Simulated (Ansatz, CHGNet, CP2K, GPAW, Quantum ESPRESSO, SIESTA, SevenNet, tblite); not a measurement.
# Codes compared on liquid diethyl ether at 300 K (75 atoms)

Aim: run liquid diethyl ether at 300 K (75 atoms) in several programs and set results and cost side by side. A plane-wave run serves as the reference.

Main program and level: Quantum ESPRESSO 7.5; Kohn-Sham DFT, PBE, SSSP efficiency 1.3.0 pseudopotentials, plane waves.

**1. Starting point**

The cell holds 75 atoms: 20 C, 5 O and 50 H. Its edges and angles: a = 9.535 Å, b = 9.535 Å, c = 9.535 Å, α = 90.0°, β = 90.0°, γ = 90.0°. 5 diethyl ether placed at random, at 0.71 g/cm³; overlaps pushed apart, then 10 ps at 450 K with MMFF94 bonds, angles, torsions, charges and radii (Halgren, J. Comput. Chem. 17, 490 (1996)) in harmonic and 12-6 forms. Snapshot after 20 ps at 300 K and fixed volume. Then every atom was moved at random, 0.05 Å r.m.s. a Cartesian component (hydrogen 0.6 of that).

**2. The reference run**

Contents of pw.in:

```
&control
  calculation = 'scf'
  pseudo_dir = './pseudo'
  outdir = './tmp'
  disk_io = 'none'
  tprnfor = .true.
  tstress = .true.
/
&system
  ibrav = 0
  nat = 75
  ntyp = 3
  ecutwfc = 60
  ecutrho = 480
  nosym = .true.
  occupations = 'smearing'
  smearing = 'fd'
  degauss = 0.003675
/
&electrons
  conv_thr = 3.8e-07
  electron_maxstep = 100
  mixing_beta = 0.4
  mixing_mode = 'plain'
  diagonalization = 'david'
/
ATOMIC_SPECIES
C 12.011 C.upf
O 15.999 O.upf
H 1.008 H.upf
CELL_PARAMETERS angstrom
9.53465 0.00000 0.00000
0.00000 9.53465 0.00000
0.00000 0.00000 9.53465
ATOMIC_POSITIONS crystal
C 0.90448 0.09480 0.75948
C 0.00233 0.96484 0.71498
O 0.94067 0.90949 0.59752
C 0.01206 0.78599 0.53118
C 0.92943 0.72932 0.42610
H 0.94717 0.13785 0.86176
H 0.80474 0.04715 0.77539
H 0.90580 0.16872 0.68341
H 0.10851 0.99161 0.69232
H 0.99706 0.87441 0.79985
H 0.03532 0.71199 0.62357
H 0.09747 0.83270 0.48762
[... 59 atom lines left out ...]
H 0.52872 0.49987 0.17472
H 0.35241 0.68322 0.24411
H 0.37205 0.67364 0.05777
H 0.45208 0.80493 0.14449
K_POINTS gamma
```

Run with:

```bash
OMP_NUM_THREADS=1 mpirun -np 2 pw.x -in pw.in > output.txt
```

What it wrote:

```text
Program PWSCF
     gamma-point specific algorithms are used
     Parallelization info
     sticks:   dense  smooth     PW     G-vecs:    dense   smooth      PW
     Min        6200    3110    781               519544   183718   22980
     Max        6201    3111    784               519549   183719   22981
     Sum       12401    6221   1565              1039093   367437   45961
     bravais-lattice index     =            0
     lattice parameter (alat)  =      18.0179  a.u.
     unit-cell volume          =    5849.3939 (a.u.)^3
     number of atoms/cell      =           75
     number of atomic types    =            3
     number of electrons       =       160.00
     number of Kohn-Sham states=           96
     kinetic-energy cutoff     =      60.0000  Ry
[... lines left out ...]
     scf convergence threshold =      3.8E-07
[... lines left out ...]
     number of k points=     1  Fermi-Dirac smearing, width (Ry)=  0.0037
[... lines left out ...]
     total energy              =    -635.08902844 Ry
[... lines left out ...]
     total energy              =    -635.75920984 Ry
[... lines left out ...]
     total energy              =    -635.76444590 Ry
[... lines left out ...]
     total energy              =    -635.77780236 Ry
[... lines left out ...]
     total energy              =    -635.77780403 Ry
[... lines left out ...]
   -22.8247 -22.4296 -21.8523 -21.8176 -21.5539 -16.0969 -15.9623 -15.9377
   -15.4484 -15.2466 -14.4193 -14.2241 -14.1411 -14.0470 -14.0128 -11.8364
   -11.7787 -11.5515 -11.5211 -11.4154 -11.2740 -11.2242 -11.0023 -10.9749
[...]
2.4994   3.2573   3.3829   3.4869   3.5452   3.6024   3.9583   4.1022
     4.1871   4.2612   4.3707   4.4529   4.4749   4.6428   4.6832   4.7848
     the Fermi energy is    -0.0795 ev
!    total energy              =    -635.77780431 Ry
     estimated scf accuracy    <       0.00000017 Ry
     smearing contrib. (-TS)   =      -0.00000000 Ry
     internal energy E=F+TS    =    -635.77780431 Ry
     The total energy is F=E-TS. E is the sum of the following terms:
     one-electron contribution =    -571.76037313 Ry
     hartree contribution      =     330.25492444 Ry
     xc contribution           =    -165.86408701 Ry
     ewald contribution        =     -57.54396510 Ry
     one-center paw contrib.   =    -170.86430350 Ry
     convergence has been achieved in   9 iterations
     Forces acting on atoms (cartesian axes, Ry/au):
     atom    1 type  1   force =     0.11261158   -0.12941185    0.11563557
     atom    2 type  1   force =    -0.07337740   -0.02213733    0.08368700
     atom    3 type  2   force =    -0.04780445   -0.04616673   -0.08606922
[...]
atom   74 type  3   force =     0.03760531   -0.02068650    0.04964881
     atom   75 type  3   force =     0.02531611   -0.01048023    0.02392080
     Total force =     1.074488     Total SCF correction =     0.000554
     Computing stress (Cartesian axis) and pressure
          total   stress  (Ry/bohr**3)                   (kbar)     P=       20.32
   0.00011494   0.00000408  -0.00001661           16.91        0.60       -2.44
   0.00000408   0.00020885   0.00012479            0.60       30.72       18.36
  -0.00001661   0.00012479   0.00009057           -2.44       18.36       13.32
     Message from routine punch:
     Nothing written, as per user request (disk_io='none')
```

It took 51 s on 2 MPI ranks of Arm Neoverse V1, shared host; peak memory 1.6 GiB; 1.7 min of CPU time.

Banners, paths, timers and routine set-up lines are dropped from the logs unmarked, and long logs keep their key lines alone; longer cuts are marked.

Numbers from this run:

```
r.m.s. force component                           : 1.842 eV/Å
longest force                                    : 7.469 eV/Å
pressure                                         : 2.032 GPa
gap (highest filled to lowest empty level) : 4.348 eV
```

**3. What was run beside it**

The programs:
- CHGNet: machine-learned potential, published weights.
- CP2K 2026.2: Gaussian basis with GTH pseudopotentials and a plane-wave density; labels give functional, basis (MOLOPT sets; SR short-range, UZH the newer set with its own potentials), grid cutoff/relative cutoff and solver (OT: orbital transformation; TRS4, TC2, SIGN: linear-scaling purification with its sparsity filter), or its built-in tight binding.
- GPAW 26.7.0: PAW with atomic orbitals (LCAO), plane waves or a real-space grid of spacing h.
- Quantum ESPRESSO 7.5: plane waves; labels (QE) give functional, pseudopotential set and cutoffs of waves/density.
- SIESTA 5.4.2: numerical atomic orbitals, whose automatically made sets are far from complete, with PseudoDojo norm-conserving potentials that we converted to its format (checked against plane waves on the same files for H, C, O, Si, Ge and Ca alone); labels give functional, basis size, energy shift and mesh cutoff.
- SevenNet: machine-learned potential, published weights.
- tblite 0.8.0: extended tight binding, driven from Python.

All use the same cell and atoms; the electronic-structure runs use the same k-mesh, and an electronic temperature of 580 K (0.05 eV) where levels are smeared.

Differences are against the plane-wave reference, forces as r.m.s. over components; share is that over the reference's r.m.s. force, slope the least-squares factor from reference forces to these. Total energies of different programs have different zeros and aren't compared.

```csv
run,"Δ force, r.m.s. (meV/Å)",share (%),slope,Δ pressure (GPa),Δ gap (eV),cores,CPU time,memory (GiB)
reference,-,-,-,-,-,2,1.7 min,1.6
CHGNet r2SCAN potential,257,14.0,0.916,-1.18,-,1,4.4 s,1.3
"CP2K PBE, DZVP-MOLOPT-SR, 600/50 Ry, OT CG",117,6.35,1.031,0.187,2.00,2,7.5 min,1.2
"CP2K PBE, TZVP-MOLOPT, 600/50 Ry, OT CG",35.0,1.90,1.007,0.191,0.626,4,52 min,2.3
"GPAW PBE, LCAO dzp, h 0.18 Å",312,16.9,1.076,-,0.497,1,41 s,0.71
"GPAW PBE, LCAO dzp, h 0.25 Å (coarse)",333,18.1,1.076,-,0.495,1,26 s,0.4
"GPAW PBE, LCAO sz(dzp), h 0.18 Å (coarse)",1814,98.5,1.291,-,1.92,1,18 s,0.57
"QE PBE, dojo-0.4.1-standard, 60/240 Ry (coarse)",31.9,1.73,0.995,-2.02,-0.04,2,60 s,0.62
"SIESTA PBE, DZP, shift 0.01 Ry, mesh 500 Ry",379,20.6,1.101,2.20,0.551,2,2.7 min,1.4
SevenNet 0 potential,128,6.96,0.976,-0.193,-,1,8.1 s,0.95
SevenNet l3i5 potential,96.1,5.22,1.001,-0.0297,-,1,11 s,1.5
tblite GFN1-xTB,226,12.3,1.006,-1.33,-,1,1.3 s,0.13
tblite GFN2-xTB,275,14.9,0.952,-1.64,-,1,4.8 s,0.13
```

Rows marked coarse were listed beforehand as settings not expected to be converged; some can still land near the reference.

Times of the machine-learned potentials are mostly Python's start and the loading of weights.

CPU time is summed over cores on a shared host, where runs went side by side, so it is rough. Symmetry, cutoffs, thresholds, outputs and thread counts weren't matched or tuned between programs; memory under MPI is the largest rank's times the ranks.

Mean charges by element (e), by run and scheme:

```
                                        run     scheme      C      O      H
 CP2K PBE, DZVP-MOLOPT-SR, 600/50 Ry, OT CG   Mulliken  -0.15  -0.17  +0.08
 CP2K PBE, DZVP-MOLOPT-SR, 600/50 Ry, OT CG  Hirshfeld  -0.07  -0.13  +0.04
    CP2K PBE, TZVP-MOLOPT, 600/50 Ry, OT CG   Mulliken  -0.12  -0.18  +0.07
    CP2K PBE, TZVP-MOLOPT, 600/50 Ry, OT CG  Hirshfeld  -0.07  -0.12  +0.04
SIESTA PBE, DZP, shift 0.01 Ry, mesh 500 Ry  Hirshfeld  -0.03  -0.09  +0.02
                            tblite GFN1-xTB   Mulliken  +0.05  -0.48  +0.03
                            tblite GFN2-xTB   Mulliken   0.00  -0.34  +0.03
```

Within one program, basis, potentials and functional, energies share a zero. Each run against its twin at the usual cutoff or grid and solver:

| run | twin | Δ energy (meV/atom) | Δ force, r.m.s. (meV/Å) | CPU time over the twin's |
| --- | --- | --- | --- | --- |
| GPAW PBE, LCAO dzp, h 0.25 Å | LCAO dzp, h 0.18 Å | 94.6 | 102 | 0.64 |

A second geometry, displaced anew (every atom was moved at random, 0.04 Å r.m.s. a Cartesian component (hydrogen 0.6 of that)), gives an energy difference that all programs can be tested on. The reference puts it at -17.60 meV/atom.

```
                                        run  energy less the first geometry's (meV/atom)  error (meV/atom)  force share at the second geometry (%)
               GPAW PBE, LCAO dzp, h 0.18 Å                                       -17.67           -0.0766                                    20.1
                    SevenNet l3i5 potential                                       -17.60           -0.0094                                    6.82
                            tblite GFN2-xTB                                       -19.48             -1.88                                    18.1
                    CHGNet r2SCAN potential                                       -18.48            -0.886                                    19.4
                            tblite GFN1-xTB                                       -20.09             -2.49                                    14.1
 CP2K PBE, DZVP-MOLOPT-SR, 600/50 Ry, OT CG                                       -18.36            -0.769                                    7.27
SIESTA PBE, DZP, shift 0.01 Ry, mesh 500 Ry                                       -18.60             -1.01                                    23.9
                       SevenNet 0 potential                                       -18.12            -0.529                                    9.04
    CP2K PBE, TZVP-MOLOPT, 600/50 Ry, OT CG                                       -17.49             0.103                                    2.68
     QE PBE, dojo-0.4.1-standard, 60/240 Ry                                       -17.58            0.0111                                    1.96
               GPAW PBE, LCAO dzp, h 0.25 Å                                       -18.28            -0.687                                    21.6
           GPAW PBE, LCAO sz(dzp), h 0.18 Å                                       -8.930              8.67                                     121
```

**4. Results**

- reference r.m.s. force component: 1.84 eV/Å
- nearest in forces: QE PBE, dojo-0.4.1-standard, 60/240 Ry (coarse), 1.7 %
- farthest in forces: GPAW PBE, LCAO sz(dzp), h 0.18 Å (coarse), 99 %
- cheapest electronic-structure run beside the reference: tblite GFN1-xTB, 1.3 s of CPU time

**Reading.** The PBE runs in local orbitals, coarse settings apart, differ by 1.9 % (CP2K PBE, TZVP-MOLOPT, 600/50 Ry, OT CG) to 21 % (SIESTA PBE, DZP, shift 0.01 Ry, mesh 500 Ry); basis, grid and potentials can all enter. Tight binding differs by 12 % (tblite GFN1-xTB) to 15 % (tblite GFN2-xTB); it is another model, with fitted parameters of its own, and the xTB methods hold dispersion. Machine-learned potentials differ by 5.2 % (SevenNet l3i5 potential) to 14 % (CHGNet r2SCAN potential); they were trained on other programs' data, some at another functional. Runs with settings chosen to be coarse differ by 1.7 % (QE PBE, dojo-0.4.1-standard, 60/240 Ry) to 99 % (GPAW PBE, LCAO sz(dzp), h 0.18 Å), their programs' other errors included. Of the electronic-structure runs that take under half the reference's CPU time, tblite GFN1-xTB comes nearest, at 12 % in 1.3 s against 1.7 min. SIESTA PBE, DZP, shift 0.01 Ry, mesh 500 Ry stiffens the forces by a factor of 1.10 while following their directions (correlation 0.987). At the same functional, gaps differ from the reference's 4.35 eV by between -0.04 and +2.00 eV. A likely cause of the wide gaps: compact atomic orbitals describe empty levels worse than filled ones. In pressure, SIESTA PBE, DZP, shift 0.01 Ry, mesh 500 Ry misses by +2.2 GPa, at the same functional. Charges hang on model, scheme and program or settings: among these rows the mean for O runs from -0.48 to -0.09 e. The energy difference between the two geometries, -17.6 meV/atom in the reference, is met best by SevenNet l3i5 potential (-0.0094) and QE PBE, dojo-0.4.1-standard, 60/240 Ry (coarse) (+0.0111) and worst by GPAW PBE, LCAO sz(dzp), h 0.18 Å (coarse) (+8.67). In the reference: filled and empty levels are parted by 4.35 eV (on the run's k-points); a semilocal functional tends to put such gaps too low. In a disordered cell it changes from sample to sample and from frame to frame. Periodic xTB results under one method name differ between programs and library versions. With short bonds to hydrogen, sets of potentials differ among themselves by several per cent in forces even at converged cutoffs, so the reference isn't exact here either. The reference's pressure holds the uncorrected Pulay stress of its 60 Ry basis, so small pressure differences, and their order, may be the reference's own error. Machine-learned potentials mimic data converged in k, so the reference's own k-point error enters their differences. The network of contacts between molecules at the start is that of the classical potential that made the cell, and needn't be the one that DFT or experiment would give. The reference's PBE has no dispersion term, which matters for the binding between molecules or layers. The electronic-structure runs sample only Γ, in a cell whose shortest periodic width is 10 Å.

[Also dropped from logs without a mark: logging warnings of Python, and SIESTA's first energy breakdown and zero terms.]

[Logs are printed without paths, hosts, clocks, repeated set-up lines and the standing remarks that a program may print on its own settings, such as how far it seeks lower states.]

[Hosts, paths, dates, database ids (printed as entryN), source tags and the programs' standing remarks are cut or masked in the printed files.]

[The MMFF94 radii named for the starting cell were scaled by 0.96; in molecules described by MMFF94, hydrogen bound to N, O or S took a small fixed 12-6 site in their place.]
